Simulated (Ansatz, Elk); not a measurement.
## LaTlSeO: X-ray structure factors from the self-consistent density

The structure of LaTlSeO used here is made up (a known structure type with other elements) and was relaxed beforehand with PBE. The aim is the Fourier transform of its all-electron density, F(hkl), set beside the sum over free spherical atoms that refinements use.

Calculated with Elk 11.2.3 (patched build); DFT, PBE, all-electron APW+lo, Dirac cores, scalar-relativistic bands, static density, no spin.

The structure was built from a prototype and need not be the compound's stable phase.

### 1. The starting structure

It takes space group P4/nmm (No. 129, tetragonal). The conventional cell has a = 4.292 Å, b = 4.292 Å, c = 10.594 Å, α = 90.00°, β = 90.00°, γ = 90.00°. Nearest to Tl lie 4 Tl at 3.03 Å and 4 Se at 3.27 Å. Nearest to La lie 4 O at 2.42 Å and 5 Se at 3.48 to 3.95 Å and 4 La at 3.78 Å. Nearest to Se lie 4 Tl at 3.27 Å and 5 La at 3.48 to 3.95 Å. Nearest to O lie 4 La at 2.42 Å. Farther neighbours and most contacts between anions are not listed.

### 2. Ground state and structure factors

An all-electron density is needed, since X-rays see the cores too. Task 0 finds the density and task 195 Fourier-transforms it; tshift is off so that phases refer to the origin typed.

elk.in reads:

```
tasks
  0
  195

xctype
  20

spinpol
  .false.

rgkmax
  7.0

gmaxvr
  14.0

lmaxo
  7

lmaxapw
  8

swidth
  0.002

tshift
  .false.

ramdisk
  .false.

hmaxvr
  5.5

maxscl
  120

epspot
  1e-06

sppath
  './'

avec
  8.11028714664 -0.00000000000 0.00000000000
  -0.00000000000 8.11028714664 0.00000000000
  0.00000000000 0.00000000000 20.02017929991

atoms
  4
  'Tl.in'
  2
  0.5000000000 0.5000000000 0.5000000000   0.000000 0.000000 0.000000
  0.0000000000 0.0000000000 0.5000000000   0.000000 0.000000 0.000000
  'La.in'
  2
  0.5000000000 0.0000000000 0.1064045544   0.000000 0.000000 0.000000
  -0.0000000000 0.5000000000 0.8935954456   0.000000 0.000000 0.000000
  'Se.in'
  2
  0.0000000000 0.5000000000 0.2667842455   0.000000 0.000000 0.000000
  0.5000000000 -0.0000000000 0.7332157545   0.000000 0.000000 0.000000
  'O.in'
  2
  -0.0000000000 0.0000000000 -0.0000000000   0.000000 0.000000 0.000000
  0.5000000000 0.5000000000 -0.0000000000   0.000000 0.000000 0.000000

ngridk
  5 5 2
```

Started as:

```
> OMP_NUM_THREADS=4 elk
```

Numbers of over 12 decimals in the logs are rounded to 6 here.

The log of the run:

```text
┌─────────────────────────┐
│ Elk code version 11.2.3 │
└─────────────────────────┘

All units are atomic (Hartree, Bohr, etc.)

┌─────────────────────────────────────────────────┐
│ Ground-state run starting from atomic densities │
└─────────────────────────────────────────────────┘

Lattice vectors :
   8.110287147      -0.000000000       0.000000000
  -0.000000000       8.110287147       0.000000000
   0.000000000       0.000000000       20.02017930

Reciprocal lattice vectors :
  0.7747179839       0.000000000      -0.000000000
   0.000000000      0.7747179839      -0.000000000
  -0.000000000      -0.000000000      0.3138426092

Unit cell volume      :    1316.862481
Brillouin zone volume :   0.1883645537

Muffin-tin inner radius fraction :   0.1000000000E-01

Nuclei treated as point charges

Species : 1 (Tl)
 parameters loaded from : Tl.in
 name : thallium
 nuclear charge    :   -81.00000000
 electronic charge :    81.00000000
 atomic mass :    372567.9643
 muffin-tin radius :    2.800000000
 number of radial points in muffin-tin :   1393
 inner part over the whole radius :   0.9893942913E-02
 number on inner part of muffin-tin    :   1000
 approximate nuclear radius :   0.1043008296E-03
 number of mesh points to nuclear radius :    525
 atomic positions (lattice), magnetic fields (Cartesian) :
  1 :   0.50000000  0.50000000  0.50000000    0.00000000  0.00000000  0.00000000
  2 :   0.00000000  0.00000000  0.50000000    0.00000000  0.00000000  0.00000000

Species : 2 (La)
 parameters loaded from : La.in
 name : lanthanum
 nuclear charge    :   -57.00000000
 electronic charge :    57.00000000
 atomic mass :    253209.2366
 muffin-tin radius :    2.757770347
 number of radial points in muffin-tin :   1393
 inner part over the whole radius :   0.9968057729E-02
 number on inner part of muffin-tin    :    996
 approximate nuclear radius :   0.9226798129E-04
 number of mesh points to nuclear radius :    505
 atomic positions (lattice), magnetic fields (Cartesian) :
  1 :   0.50000000  0.00000000  0.10640455    0.00000000  0.00000000  0.00000000
  2 :   0.00000000  0.50000000 -0.10640455    0.00000000  0.00000000  0.00000000

Species : 3 (Se)
 parameters loaded from : Se.in
 name : selenium
 nuclear charge    :   -34.00000000
 electronic charge :    34.00000000
 atomic mass :    143935.2749
 muffin-tin radius :    2.400000000
 number of radial points in muffin-tin :    993
 inner part over the whole radius :   0.9976188588E-02
 number on inner part of muffin-tin    :    703
 approximate nuclear radius :   0.7785908700E-04
 number of mesh points to nuclear radius :    342
 atomic positions (lattice), magnetic fields (Cartesian) :
  1 :   0.00000000  0.50000000  0.26678425    0.00000000  0.00000000  0.00000000
  2 :   0.50000000  0.00000000 -0.26678425    0.00000000  0.00000000  0.00000000

Species : 4 (O)
 parameters loaded from : O.in
 name : oxygen
 nuclear charge    :   -8.000000000
 electronic charge :    8.000000000
 atomic mass :    29165.12205
 muffin-tin radius :    1.772852366
 number of radial points in muffin-tin :    593
 inner part over the whole radius :   0.9759880236E-02
 number on inner part of muffin-tin    :    407
 approximate nuclear radius :   0.5115538663E-04
 number of mesh points to nuclear radius :    173
 atomic positions (lattice), magnetic fields (Cartesian) :
  1 :   0.00000000  0.00000000  0.00000000    0.00000000  0.00000000  0.00000000
  2 :   0.50000000  0.50000000  0.00000000    0.00000000  0.00000000  0.00000000

Total number of atoms per unit cell :    8
Total muffin-tin volume :    522.1054559
 ratio of muffin-tin to unit cell volume :   0.3964768253

Spin treatment :
 spin-unpolarised

Number of Bravais lattice symmetries :   16
Number of crystal symmetries         :   16
Crystal has no inversion symmetry
Complex Hermitian eigensolver will be used

k-point grid :      5     5     2
k-point offset :    0.000000000       0.000000000       0.000000000
[...]
total energy                :     -62585.885166297

Density of states at Fermi energy :    21.35345610
 (states/Hartree/unit cell)

Estimated indirect band gap :   0.2300649622E-01
 from k-point 2 to k-point 6
Estimated direct band gap   :   0.5227788148E-01
 at k-point 6

Charges :
 core                        :    256.0000000
 valence                     :    104.0000000
 interstitial                :    11.10487292
 muffin-tins (core leakage)
  species : 1 (Tl)
[...]
species : 2 (La)
[...]
species : 3 (Se)
[...]
species : 4 (O)
[...]
total in muffin-tins        :    348.8951271
 total calculated charge     :    359.9992406
 total charge                :    360.0000000
 error                       :   0.7594241698E-03

RMS change in Kohn-Sham potential (target) :   0.7718164821     (  0.1000000000E-05)
Absolute change in total energy (target)   :   0.8726537900     (  0.1000000000E-03)

[... loops 3 to 19 left out ...]

┌──────────────────┐
│ Loop number : 20 │
└──────────────────┘

Energies :
 Fermi                       :     0.202780
 sum of occupied eigenvalues :     -38430.182310629
 electron kinetic            :      70344.720635439
 core electron kinetic       :      69324.515105006
 Coulomb                     :     -131562.96035339
 Coulomb potential           :     -106990.42405459
 nuclear-nuclear             :     -4696.8111786112
 electron-nuclear            :     -146826.91774310
 Hartree                     :      19960.768568322
 Madelung                    :     -78067.748326094
 xc potential                :     -1784.4788914734
 exchange                    :     -1345.4580887483
 correlation                 :     -20.110679724320
 electron entropic           :    -0.23732621452761E-03
 total energy                :     -62583.808723751

Density of states at Fermi energy :    15.85666574
 (states/Hartree/unit cell)

Estimated indirect band gap :   0.5263976745E-02
 from k-point 7 to k-point 6
Estimated direct band gap   :   0.3596369369E-01
 at k-point 10

Charges :
 core                        :    256.0000000
 valence                     :    104.0000000
 interstitial                :    11.71684716
 muffin-tins (core leakage)
  species : 1 (Tl)
[...]
species : 2 (La)
[...]
species : 3 (Se)
[...]
species : 4 (O)
[...]
total in muffin-tins        :    348.2831528
 total calculated charge     :    359.9993485
 total charge                :    360.0000000
 error                       :   0.6514742610E-03

RMS change in Kohn-Sham potential (target) :   0.5455263923E-06 (  0.1000000000E-05)
Absolute change in total energy (target)   :   0.1050040009E-04 (  0.1000000000E-03)

Convergence targets achieved

┌──────────────────┐
│ Loop number : 21 │
└──────────────────┘

Energies :
 Fermi                       :     0.202780
 sum of occupied eigenvalues :     -38430.182319550
 electron kinetic            :      70344.720619443
 core electron kinetic       :      69324.515087483
 Coulomb                     :     -131562.96034311
 Coulomb potential           :     -106990.42401449
 nuclear-nuclear             :     -4696.8111786112
 electron-nuclear            :     -146826.91776381
 Hartree                     :      19960.768599313
 Madelung                    :     -78067.748335861
 xc potential                :     -1784.4789245025
 exchange                    :     -1345.4580884476
 correlation                 :     -20.110679738524
 electron entropic           :    -0.23732744782196E-03
 total energy                :     -62583.808729177

Density of states at Fermi energy :    15.85676202
 (states/Hartree/unit cell)

Estimated indirect band gap :   0.5263938699E-02
 from k-point 7 to k-point 6
Estimated direct band gap   :   0.3596362908E-01
 at k-point 10

Charges :
 core                        :    256.0000000
 valence                     :    104.0000000
 interstitial                :    11.71684751
 muffin-tins (core leakage)
  species : 1 (Tl)
[...]
species : 2 (La)
[...]
species : 3 (Se)
[...]
atom 2                    :    32.43607063     (  0.5778768618E-04)
  species : 4 (O)
   atom 1                    :    7.589039281     ( -0.2673812376E-06)
   atom 2                    :    7.589039281     ( -0.2673812376E-06)
 total in muffin-tins        :    348.2831525
 total calculated charge     :    359.9993485
 total charge                :    360.0000000
 error                       :   0.6514748170E-03

┌──────────────────────────────┐
│ Self-consistent loop stopped │
└──────────────────────────────┘

Warning : core states of species 2 leak from the muffin-tin :   0.2831987887E-03

Wrote STATE.OUT
```

The job ended after 68 s (4 threads of AMD EPYC 7B13 (Zen 3), shared host; peak memory 0.4 GiB).

SFACRHO.OUT:

```text

h k l indices transformed by vhmat matrix:
   1.000000000       0.000000000       0.000000000    
   0.000000000       1.000000000       0.000000000    
   0.000000000       0.000000000       1.000000000    

      h      k      l  multipl.   |H|            Re(F)            Im(F)           |F|

      0      0      0      1   0.0000000       360.00000      0.20077746E-15   360.00000    
      0      0     -1      2  0.31384261      -63.595557     -0.45582784E-13   63.595557    
      0      0     -2      2  0.62768522       131.46119      0.92633243E-14   131.46119    
      0      1      0      4  0.77471798     -0.13706354E-13  0.89951272E-13  0.90989535E-13
     -1      0      1      4  0.83587388      0.34836982E-13  -1.6218905       1.6218905    
      0     -1      1      4  0.83587388     -0.24557217E-13   1.6218905       1.6218905    
      0      0      3      2  0.94152783      -156.12747     -0.28221263E-16   156.12747    
     -1      0     -2      4  0.99708409      0.31981492E-13   107.07713       107.07713    
      0     -1     -2      4  0.99708409     -0.45687845E-13  -107.07713       107.07713    
      1      1      0      4   1.0956167       4.1162754     -0.24797733E-14   4.1162754    
      1     -1      1      8   1.1396811      -197.41955     -0.17955943E-13   197.41955    
     -1      0     -3      4   1.2192877      0.83380318E-13   136.86879       136.86879    
     -1      0      3      4   1.2192877      0.13934793E-12  -136.86879       136.86879    
      0      0     -4      2   1.2553704       119.60701      0.19661499E-12   119.60701    
      1      1     -2      8   1.2626815       183.73713     -0.20546514E-13   183.73713    
      1      1      3      8   1.4445936      -102.60832      0.21378245E-12   102.60832    
      1      0      4      4   1.4751755      0.63962983E-13  -18.200734       18.200734    
      0     -1      4      4   1.4751755     -0.54825414E-13   18.200734       18.200734
```

Elk indexes on the primitive cell of elk.in and gives |H| = 4π sin θ/λ in inverse bohr. Below, one row stands for each form hkl of the conventional cell (m members, Friedel mates merged), F is for one primitive cell and the density is static (no thermal factor). Free-atom factors are Waasmaier and Kirfel's, and R is Σm||F|−|F'||/Σm|F|.

```csv
hkl,m,sin θ/λ (Å⁻¹),"abs F, DFT",neutral atoms,diff.,abs of complex diff.
001,2,0.047,63.596,64.097,-0.501,0.501
002,2,0.094,131.461,131.244,+0.217,0.217
100,4,0.117,0.000,0.000,+0.000,0.000
101,8,0.126,1.622,1.942,-0.320,0.320
003,2,0.142,156.127,156.921,-0.794,0.794
102,8,0.150,107.077,106.637,+0.440,0.440
110,4,0.165,4.116,3.806,+0.311,0.311
111,8,0.171,197.419,198.109,-0.690,0.690
103,8,0.183,136.869,136.582,+0.287,0.287
004,2,0.189,119.607,119.129,+0.478,0.478
112,8,0.190,183.737,183.214,+0.523,0.523
113,8,0.217,102.608,103.363,-0.755,0.755
104,8,0.222,18.201,18.133,+0.067,0.067
200,4,0.233,280.103,279.966,+0.137,0.137
```

### 3. The highest occupied states alone

An energy window below the Fermi level keeps the highest occupied states, to see at which angles they scatter; shallow core shells can lie inside it and anion s states outside. No new self-consistency is needed.

Changes to elk.in since step 2:

```diff
@@ -1,3 +1,2 @@
 tasks
-  0
   195
@@ -40,2 +39,5 @@
 
+wsfac
+  -0.238210 0.502780
+
 sppath
```

Started as:

```
> OMP_NUM_THREADS=4 elk
```

The log of the run:

```text
┌─────────────────────────────────┐
│ Elk code version 11.2.3 started │
└─────────────────────────────────┘

Info(readinput): the functional depends on the density's gradient
 muffin-tin radial points multiplied by    2.00000
 (not where nrmtscf is given)

┌────────────────────┐
│ Current task : 195 │
└────────────────────┘
Info(checkmt): changed muffin-tin radius of species 2 (La) from   2.8000 to   2.7578
Info(checkmt): changed muffin-tin radius of species 4 (O) from   1.8000 to   1.7729

Info(sfacrho): density structure factors written to SFACRHO.OUT

 Energy window :  -0.2382100000      0.5027800000

┌──────────────────┐
│ Elk code stopped │
└──────────────────┘
```

Wall time 26 s (4 threads); peak memory 0.27 GiB.

States within 12 eV below the Fermi level hold 51.20 electrons; any levels below the window count with the cores, and a count that is not whole means the window cuts a band. Their amplitudes can exceed the total, where window and core parts have opposite phase:

```csv
hkl,sin θ/λ (Å⁻¹),"abs F, window","abs F, all"
001,0.047,13.024,63.596
002,0.094,19.276,131.461
100,0.117,0.000,0.000
101,0.126,6.277,1.622
003,0.142,6.783,156.127
102,0.150,1.905,107.077
110,0.165,14.724,4.116
111,0.171,6.416,197.419
103,0.183,3.607,136.869
004,0.189,19.099,119.607
```

### 4. Another functional

The difference from free atoms is small, so it is set against the change that PBEsol makes.

Changes to elk.in since step 3:

```diff
@@ -1,2 +1,3 @@
 tasks
+  0
   195
@@ -4,3 +5,3 @@
 xctype
-  20
+  22
 
@@ -39,5 +40,2 @@
 
-wsfac
-  -0.238210 0.502780
-
 sppath
```

Started as:

```
> OMP_NUM_THREADS=4 elk
```

The log of the run:

```text
┌─────────────────────────┐
│ Elk code version 11.2.3 │
└─────────────────────────┘

All units are atomic (Hartree, Bohr, etc.)

┌─────────────────────────────────────────────────┐
│ Ground-state run starting from atomic densities │
└─────────────────────────────────────────────────┘

Lattice vectors :
   8.110287147      -0.000000000       0.000000000
  -0.000000000       8.110287147       0.000000000
   0.000000000       0.000000000       20.02017930

Reciprocal lattice vectors :
  0.7747179839       0.000000000      -0.000000000
[...]
species : 2 (La)
[...]
species : 3 (Se)
[...]
species : 4 (O)
   atom 1                    :    7.564484909     ( -0.2668235237E-06)
   atom 2                    :    7.564484909     ( -0.2668235237E-06)
 total in muffin-tins        :    348.1980610
 total calculated charge     :    359.9993328
 total charge                :    360.0000000
 error                       :   0.6672121793E-03

┌──────────────────────────────┐
│ Self-consistent loop stopped │
└──────────────────────────────┘

Warning : core states of species 2 leak from the muffin-tin :   0.2867488866E-03

Wrote STATE.OUT
[key lines of the parts left out:]
total energy                :     -62562.499891784
```

Wall time 71 s (4 threads); peak memory 0.39 GiB.

Against the first run R = 0.01 %; the largest change is -0.079 at 112.

### 5. A coarser k-mesh

About half the k-points along each axis test the sampling.

Changes to elk.in since step 4:

```diff
@@ -5,3 +5,3 @@
 xctype
-  22
+  20
 
@@ -68,2 +68,2 @@
 ngridk
-  5 5 2
+  2 2 1
```

Started as:

```
> OMP_NUM_THREADS=4 elk
```

The log of the run:

```text
┌─────────────────────────┐
│ Elk code version 11.2.3 │
└─────────────────────────┘

All units are atomic (Hartree, Bohr, etc.)

┌─────────────────────────────────────────────────┐
│ Ground-state run starting from atomic densities │
└─────────────────────────────────────────────────┘

Lattice vectors :
   8.110287147      -0.000000000       0.000000000
  -0.000000000       8.110287147       0.000000000
   0.000000000       0.000000000       20.02017930

Reciprocal lattice vectors :
  0.7747179839       0.000000000      -0.000000000
[...]
species : 2 (La)
[...]
species : 3 (Se)
[...]
species : 4 (O)
   atom 1                    :    7.587381020     ( -0.2673821693E-06)
   atom 2                    :    7.587381020     ( -0.2673821693E-06)
 total in muffin-tins        :    348.3311438
 total calculated charge     :    359.9992238
 total charge                :    360.0000000
 error                       :   0.7761585755E-03

┌──────────────────────────────┐
│ Self-consistent loop stopped │
└──────────────────────────────┘

Warning : core states of species 2 leak from the muffin-tin :   0.2834105544E-03

Wrote STATE.OUT
[key lines of the parts left out:]
total energy                :     -62583.798015512
```

It took 45 s on 4 threads; peak memory 0.45 GiB; 81 s of CPU time.

Against the first run R = 0.01 %; the largest change is +0.071 at 004.

### 6. Settings against the effect

```csv
run,R against the first run (%),"R against neutral atoms, low angle (%)",wall time
"PBE, rgkmax 7",0.00,0.33,68 s
PBEsol,0.01,0.31,71 s
k-mesh 2×2×1,0.01,0.34,45 s
```

### 7. Summary of results

* R against neutral atoms, sin θ/λ < 0.3 Å⁻¹: 0.33 %
* R against neutral atoms, 0.3 to 0.61 Å⁻¹: 0.09 %

Independent neutral atoms miss the calculated amplitudes by R = 0.33 % below 0.3 Å⁻¹ and 0.09 % from there to 0.61 Å⁻¹; by shells, 0.58 % below 0.15 Å⁻¹ (5 forms), 0.31 % 0.15 to 0.3 (20 forms), 0.11 % 0.3 to 0.45 (40 forms), 0.08 % above 0.45 (77 forms). Bonding, aspherical density and the tables' own atoms all enter these figures, and the runs don't part them. The largest change of an amplitude is -0.79 electrons, at 003. Weak lines can change much in proportion: 101 goes from 1.94 to 1.62. The window's part falls from 51.2 electrons at the origin to at most 1.40 between 0.45 and 0.61 Å⁻¹, where compact states inside the window still scatter. The window holds more than the 36 outer electrons of the free atoms, so shallow core shells lie inside it. Below 0.3 Å⁻¹ the changes that finished (PBEsol and k-mesh 2×2×1) move F by R = 0.02 % at most, against the 0.33 % that separates it from free atoms. The basis has no finished test. Spin-orbit coupling is left out, which can matter for elements this heavy. Part of the difference isn't bonding: the tables are fits to free atoms and ions calculated by other methods than this functional. Thermal motion, anomalous dispersion and extinction are left out.

[Logs are printed without paths, hosts, clocks, repeated set-up lines and the standing remarks that a program may print on its own settings, such as how far it seeks lower states.]

[Hosts, paths, dates, database ids (printed as entryN), source tags and the programs' standing remarks are cut or masked in the printed files.]
